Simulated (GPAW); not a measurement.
# Polarising 2H-VSSe monolayer with a field along the normal

The dipole of the cell at several fields, atoms fixed. What does the strongest field give, and what length does the slope stand for?

Set-up. GPAW 26.7.0, plane waves (400 eV), PAW setups, PBE, 12×12 mesh, a dipole layer in the vacuum; geometry relaxed without an applied field with GPAW. The cell's area is 9.23 Å², and e/ε0 = 180.95 V Å.

Results, with one row withheld:

| field (V/Å) | dipole (e Å) |
| --- | --- |
| −0.2 | −0.0759 |
| −0.1 | −0.0490 |
| −0.05 | −0.0355 |
| 0.05 | −0.0086 |
| 0.1 | 0.0049 |
| 0.2 | 0.0318 |
| 0.3 | ? |

**Question.** What is the dipole at 0.3 V/Å?

Worked answer. A line through the 6 points has the slope α = 0.269 e Å per V/Å and the intercept p₀ = −0.0221 e Å (r.m.s. residual 1.5e−05). At 0.3 V/Å it gives p = −0.0221 + 0.269 × 0.3 = 0.0587 e Å; the run gives 0.0588 e Å, so the response stays linear to 0.1 % of the induced part. Dividing by ε0 and the area: α/(ε0 A) = 0.269 × 180.95 / 9.23 = 5.28 Å, against 3.09 Å between the outer nuclei.

**Limits.** This is the electronic response alone; ions that move would add to it in polar layers. Spin-polarised runs started from parallel moments; another order may lie lower. Layers with unlike faces were relaxed with their cell in a fully periodic cell without the dipole layer, so their atoms felt a small spurious field.
